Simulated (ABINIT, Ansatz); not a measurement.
# Lattice dynamics of Osmium (P6_3/mmc) in two programs

How does Osmium (P6_3/mmc) vibrate, and is this structure a minimum?

Main program and level: ABINIT 10.8.3; DFT PBE, scalar-relativistic, plane waves, PseudoDojo norm-conserving pseudopotentials.

## 1. The starting structure

It takes space group P6_3/mmc (No. 194, hexagonal). The conventional cell has a = 2.734 Å, b = 2.734 Å, c = 4.320 Å, α = 90.00°, β = 90.00°, γ = 120.00°. Os has 12 Os at 2.68 to 2.73 Å nearest.

## 2. A first look

A first run with smearing and empty bands tells whether the crystal has a gap, which decides between fixed occupations and smearing later on.

Input file probe.abi:

```
# ground state
tolvrs 1.0d-08
prtden 1
prtwf 1

# basis, mesh and filling
ecut 33.0
ngkpt 9 9 4
nshiftk 1
shiftk 0.0 0.0 0.0
istwfk *1
occopt 7
tsmear 0.005
nband 24
nstep 100
diemac 9.0
prtebands 0
prtgsr 0

# cell and atoms
acell 5.166700197 5.166700197 8.163049941
rprim 
    1.0 0.0 0.0
    -0.5 0.8660254038 0.0
    0.0 0.0 1.0
ntypat 1
znucl 76
natom 2
typat 1 1
xred 
    1/3 2/3 0.25
    2/3 1/3 0.75
pp_dirpath "./pseudo"
pseudos "Os.upf"
```

On the command line:

```bash
> OMP_NUM_THREADS=1 mpirun -n 16 abinit probe.abi > probe.log
```

Numbers of over 12 decimals in the logs are rounded to 6 here.

probe.abo, the main output file:

```text
[banners, grids, parts of the stress and lines that vanish by symmetry left out]
- input  file    -> probe.abi
- output file    -> probe.abo
- root for input  files -> probei
[...]
Symmetries : space group P6_3/m m c (#194); Bravais hP (primitive hexag.)
[...]
mpw =        1743          nfft =       40500          nkpt =          36
[...]
== DATASET  1 ==================================================================
[...]
-    --> not optimal distribution: autoparal keyword recommended in input file <--
[...]
cutoff_energies: {ecut:  33.0, pawecutdg:  -1.0, }
[...]
ETOT  1  -202.28283911882    -2.023E+02 1.028E-01 4.220E+01
 ETOT  2  -202.37749157242    -9.465E-02 2.942E-02 1.286E+01
 ETOT  3  -202.38110206349    -3.610E-03 2.415E-03 2.455E-03
 ETOT  4  -202.38110381935    -1.756E-06 8.183E-04 6.247E-05
 ETOT  5  -202.38110383562    -1.628E-08 4.675E-04 2.306E-07
 ETOT  6  -202.38110383567    -5.139E-11 2.504E-04 5.356E-09
 At SCF step    6       vres2   =  5.36E-09 < tolvrs=  1.00E-08 =>converged.
[...]
sigma(1 1)= -2.53919327E-04  sigma(3 2)=  0.00000000E+00
  sigma(2 2)= -2.53919329E-04  sigma(3 1)=  0.00000000E+00
  sigma(3 3)= -2.47564600E-04  sigma(2 1)=  0.00000000E+00
[...]
convergence: {deltae: -5.139E-11, res2:  5.356E-09, residm:  2.504E-04, diffor: null, }
etotal    :  -2.02381104E+02
[...]
sigma(1 1)= -2.53919327E-04  sigma(3 2)=  0.00000000E+00
  sigma(2 2)= -2.53919329E-04  sigma(3 1)=  0.00000000E+00
  sigma(3 3)= -2.47564600E-04  sigma(2 1)=  0.00000000E+00
[...]
- sigma(1 1)= -7.47056452E+00  sigma(3 2)=  0.00000000E+00
- sigma(2 2)= -7.47056457E+00  sigma(3 1)=  0.00000000E+00
- sigma(3 3)= -7.28360200E+00  sigma(2 1)=  0.00000000E+00
[...]
fcart     -1.5634612734E-28 -9.0266478707E-29 -1.3510973121E-25
           strten     -2.5391932693E-04 -2.5391932861E-04 -2.4756460012E-04
================================================================================

[key lines of the parts left out:]
pressure_GPa:   7.4082E+00
```

It took 4.5 s on 16 MPI ranks of Arm Neoverse V2, shared host.

Numbers from this step:

```yaml
volume_per_atom: 13.98 Å³
pressure: 7.408 GPa
gap_on_the_k_mesh: 0 eV
```

No gap opens on this mesh, so smearing is kept; the printed pressure holds the stress of the finite basis too.

## 3. Relaxation

The harmonic expansion needs vanishing forces, and a free crystal bears no stress, so cell and atoms are brought to rest. Stress is more sensitive to the basis than forces are: the last 3 Ha under the cutoff are smoothed with ecutsm, and the cutoff is raised above that of the later runs.

Input file relax.abi:

```
# relaxation
ionmov 2
optcell 2
dilatmx 1.08
ntime 40
tolmxf 1.0d-05
tolvrs 1.0d-14
prtwf 0
prtden 0
chksymtnons 0

# basis, mesh and filling
ecut 41.0
ecutsm 3.0
ngkpt 12 12 6
nshiftk 1
shiftk 0.0 0.0 0.0
istwfk *1
occopt 7
tsmear 0.01
nband 24
nstep 100
diemac 1000000.0
prtebands 0
prtgsr 0

# cell and atoms
acell 5.166700197 5.166700197 8.163049941
rprim 
    1.0 0.0 0.0
    -0.5 0.8660254038 0.0
    0.0 0.0 1.0
ntypat 1
znucl 76
natom 2
typat 1 1
xred 
    1/3 2/3 0.25
    2/3 1/3 0.75
pp_dirpath "./pseudo"
pseudos "Os.upf"
```

On the command line:

```bash
> OMP_NUM_THREADS=1 mpirun -n 16 abinit relax.abi > relax.log
```

relax.abo, the main output file:

```text
[banners, grids, parts of the stress and lines that vanish by symmetry left out]
- input  file    -> relax.abi
- output file    -> relax.abo
- root for input  files -> relaxi
[...]
Symmetries : space group P6_3/m m c (#194); Bravais hP (primitive hexag.)
[...]
mpw =        3003          nfft =       69984          nkpt =          76
[...]
== DATASET  1 ==================================================================
[...]
cutoff_energies: {ecut:  41.0, pawecutdg:  -1.0, }
[...]
ETOT  1  -202.27798550016    -2.023E+02 1.282E-01 7.297E+01
 ETOT  2  -202.37810766576    -1.001E-01 1.631E-02 1.956E+01
 ETOT  3  -202.38132262021    -3.215E-03 4.495E-03 8.617E-03
 ETOT  4  -202.38132618575    -3.566E-06 3.379E-03 2.150E-04
 ETOT  5  -202.38132621939    -3.364E-08 3.482E-03 3.475E-06
[...]
At SCF step    9       vres2   =  2.61E-15 < tolvrs=  1.00E-14 =>converged.
[...]
sigma(1 1)= -2.65579361E-04  sigma(3 2)=  0.00000000E+00
  sigma(2 2)= -2.65579363E-04  sigma(3 1)=  0.00000000E+00
  sigma(3 3)= -3.12737945E-04  sigma(2 1)=  0.00000000E+00
[...]
convergence: {deltae: -2.103E-12, res2:  2.610E-15, residm:  1.579E-04, diffor: null, }
etotal    :  -2.02381326E+02
[...]
ETOT  1  -202.37566248425    -2.024E+02 7.802E-05 3.921E+01
[...]
At SCF step    9       vres2   =  6.20E-16 < tolvrs=  1.00E-14 =>converged.
[...]
sigma(1 1)=  7.03689221E-05  sigma(3 2)=  0.00000000E+00
  sigma(2 2)=  7.03689205E-05  sigma(3 1)=  0.00000000E+00
  sigma(3 3)=  7.79055331E-05  sigma(2 1)=  0.00000000E+00
[...]
convergence: {deltae:  2.956E-12, res2:  6.204E-16, residm:  5.059E-05, diffor: null, }
etotal    :  -2.02381811E+02
[...]
ETOT  1  -202.38157161242    -2.024E+02 1.238E-02 1.735E+00
[...]
At SCF step    8       vres2   =  2.41E-15 < tolvrs=  1.00E-14 =>converged.
[...]
sigma(1 1)=  2.64524706E-06  sigma(3 2)=  0.00000000E+00
  sigma(2 2)=  2.64524544E-06  sigma(3 1)=  0.00000000E+00
  sigma(3 3)=  1.67438248E-06  sigma(2 1)=  0.00000000E+00
[...]
convergence: {deltae:  5.684E-14, res2:  2.412E-15, residm:  1.051E-04, diffor: null, }
etotal    :  -2.02381850E+02
[...]
ETOT  1  -202.38184933234    -2.024E+02 4.726E-04 1.854E-03
[...]
At SCF step    7       vres2   =  3.31E-15 < tolvrs=  1.00E-14 =>converged.
[...]
sigma(1 1)=  1.56908781E-07  sigma(3 2)=  0.00000000E+00
  sigma(2 2)=  1.56907162E-07  sigma(3 1)=  0.00000000E+00
  sigma(3 3)= -3.39612058E-07  sigma(2 1)=  0.00000000E+00
[...]
convergence: {deltae: -1.080E-12, res2:  3.305E-15, residm:  4.029E-05, diffor: null, }
etotal    :  -2.02381850E+02
[...]
ETOT  1  -202.38184963019    -2.024E+02 8.340E-05 1.203E-05
[...]
At SCF step    6       vres2   =  1.31E-15 < tolvrs=  1.00E-14 =>converged.
[...]
sigma(1 1)=  3.84518769E-08  sigma(3 2)=  0.00000000E+00
  sigma(2 2)=  3.84502579E-08  sigma(3 1)=  0.00000000E+00
  sigma(3 3)= -1.44721943E-07  sigma(2 1)=  0.00000000E+00
[...]
convergence: {deltae:  7.674E-13, res2:  1.308E-15, residm:  5.815E-05, diffor: null, }
etotal    :  -2.02381850E+02
[...]
ETOT  1  -202.38184963165    -2.024E+02 3.544E-05 4.237E-06
[...]
ETOT  5  -202.38184963235     2.274E-12 2.439E-06 3.525E-13
 ETOT  6  -202.38184963236    -3.581E-12 7.208E-06 2.679E-16
 At SCF step    6       vres2   =  2.68E-16 < tolvrs=  1.00E-14 =>converged.
[...]
sigma(1 1)= -6.90441024E-10  sigma(3 2)=  0.00000000E+00
  sigma(2 2)= -6.92060048E-10  sigma(3 1)=  0.00000000E+00
  sigma(3 3)= -8.00930822E-10  sigma(2 1)=  0.00000000E+00
[...]
convergence: {deltae: -3.581E-12, res2:  2.679E-16, residm:  7.208E-06, diffor: null, }
etotal    :  -2.02381850E+02
[...]
At Broyd/MD step   6, gradients are converged :
[...]
sigma(1 1)= -6.90441024E-10  sigma(3 2)=  0.00000000E+00
  sigma(2 2)= -6.92060048E-10  sigma(3 1)=  0.00000000E+00
  sigma(3 3)= -8.00930822E-10  sigma(2 1)=  0.00000000E+00
[...]
- sigma(1 1)= -2.03134762E-05  sigma(3 2)=  0.00000000E+00
- sigma(2 2)= -2.03611096E-05  sigma(3 1)=  0.00000000E+00
- sigma(3 3)= -2.35641983E-05  sigma(2 1)=  0.00000000E+00
[...]
fcart      2.5897671965E-28  3.8875272488E-28  1.5986951011E-31
           strten     -6.9044102380E-10 -6.9206004816E-10 -8.0093082166E-10
================================================================================

[key lines of the parts left out:]
pressure_GPa:   2.1413E-05
Total energy (etotal) [Ha]= -2.02381849632355E+02
```

Run time: 62 s. Hardware: 16 MPI ranks; 17 min of CPU time.

Relaxation path:

```csv
step,energy less that of the first step (eV),largest force (eV/Å),volume (Å³)
1,0.0000,0.0000,27.96
2,-0.0132,0.0000,28.68
3,-0.0142,0.0000,28.53
4,-0.0142,0.0000,28.52
5,-0.0142,0.0000,28.52
6,-0.0142,0.0000,28.52
```

```csv
"conventional cell, symmetrised",before,after,change
a (Å),2.734,2.751,+0.6 %
b (Å),2.734,2.751,+0.6 %
c (Å),4.320,4.352,+0.7 %
volume (Å³/atom),13.98,14.26,+2.0 %
```

Final coordinates:

```xyz
2
Lattice="2.7510 0.0000 0.0000 -1.3755 2.3824 0.0000 0.0000 0.0000 4.3520" Properties=species:S:1:pos:R:3 pbc="T T T"
Os    0.0000    1.5883    1.0880
Os    1.3755    0.7941    3.2640
```

This step gave:

* volume per atom: 14.26 Å³
* pressure: 2.14e-5 GPa

The volume changes by +2.0 % in this run and stands +2.0 % from the first cell.

## 4. Ground state

The response is built on these wavefunctions, so the potential is converged far more tightly than an energy would need. Smearing stays on, as the first look found no gap above 0.3 eV.

Input file gs.abi:

```
# ground state
tolvrs 1.0d-16
prtden 1
prtwf 1

# basis, mesh and filling
ecut 33.0
ngkpt 12 12 6
nshiftk 1
shiftk 0.0 0.0 0.0
istwfk *1
occopt 7
tsmear 0.01
nband 24
nstep 100
diemac 1000000.0
prtebands 0
prtgsr 0

# cell and atoms
acell 5.198624083 5.198624083 8.224008283
rprim 
    1.0 0.0 0.0
    -0.5 0.8660254038 0.0
    0.0 0.0 1.0
ntypat 1
znucl 76
natom 2
typat 1 1
xred 
    1/3 2/3 0.25
    2/3 1/3 0.75
pp_dirpath "./pseudo"
pseudos "Os.upf"
```

On the command line:

```bash
> OMP_NUM_THREADS=1 mpirun -n 16 abinit gs.abi > gs.log
```

gs.abo, the main output file:

```text
[banners, grids, parts of the stress and lines that vanish by symmetry left out]
- input  file    -> gs.abi
- output file    -> gs.abo
- root for input  files -> gsi
[...]
Symmetries : space group P6_3/m m c (#194); Bravais hP (primitive hexag.)
[...]
mpw =        1773          nfft =       40500          nkpt =          76
[...]
== DATASET  1 ==================================================================
[...]
cutoff_energies: {ecut:  33.0, pawecutdg:  -1.0, }
[...]
ETOT  1  -202.28338308612    -2.023E+02 1.273E-01 4.267E+01
 ETOT  2  -202.37826471703    -9.488E-02 1.107E-02 1.145E+01
 ETOT  3  -202.38157848035    -3.314E-03 2.041E-03 5.059E-03
 ETOT  4  -202.38158097689    -2.497E-06 2.478E-03 9.236E-05
 ETOT  5  -202.38158100017    -2.328E-08 1.503E-03 1.859E-06
[...]
ETOT  9  -202.38158100075    -1.478E-12 4.129E-04 1.891E-15
 ETOT 10  -202.38158100075    -8.527E-14 1.257E-04 8.221E-18
 At SCF step   10       vres2   =  8.22E-18 < tolvrs=  1.00E-16 =>converged.
[...]
sigma(1 1)=  2.32712029E-05  sigma(3 2)=  0.00000000E+00
  sigma(2 2)=  2.32712013E-05  sigma(3 1)=  0.00000000E+00
  sigma(3 3)=  2.36928870E-05  sigma(2 1)=  0.00000000E+00
[...]
convergence: {deltae: -8.527E-14, res2:  8.221E-18, residm:  1.257E-04, diffor: null, }
etotal    :  -2.02381581E+02
[...]
sigma(1 1)=  2.32712029E-05  sigma(3 2)=  0.00000000E+00
  sigma(2 2)=  2.32712013E-05  sigma(3 1)=  0.00000000E+00
  sigma(3 3)=  2.36928870E-05  sigma(2 1)=  0.00000000E+00
[...]
- sigma(1 1)=  6.84662427E-01  sigma(3 2)=  0.00000000E+00
- sigma(2 2)=  6.84662379E-01  sigma(3 1)=  0.00000000E+00
- sigma(3 3)=  6.97068801E-01  sigma(2 1)=  0.00000000E+00
[...]
fcart     -1.5538603177E-28  2.9904055757E-29 -0.0000000000E+00
           strten      2.3271202883E-05  2.3271201264E-05  2.3692886983E-05
================================================================================

[key lines of the parts left out:]
pressure_GPa:  -6.8880E-01
```

Wall time 9.2 s (16 MPI ranks).

This step gave:

* pressure: -0.6888 GPa

The cell stands at -0.69 GPa: the relaxation ran with a smoothed and higher cutoff, and the difference is a stress of the finite basis.

(Continued in part 2 of 4.)

[Host names and launcher messages were left out of these logs when they were recorded.]

[Logs are printed without paths, hosts, clocks, repeated set-up lines and the standing remarks that a program may print on its own settings, such as how far it seeks lower states.]

[Hosts, paths, dates, database ids (printed as entryN), source tags and the programs' standing remarks are cut or masked in the printed files.]
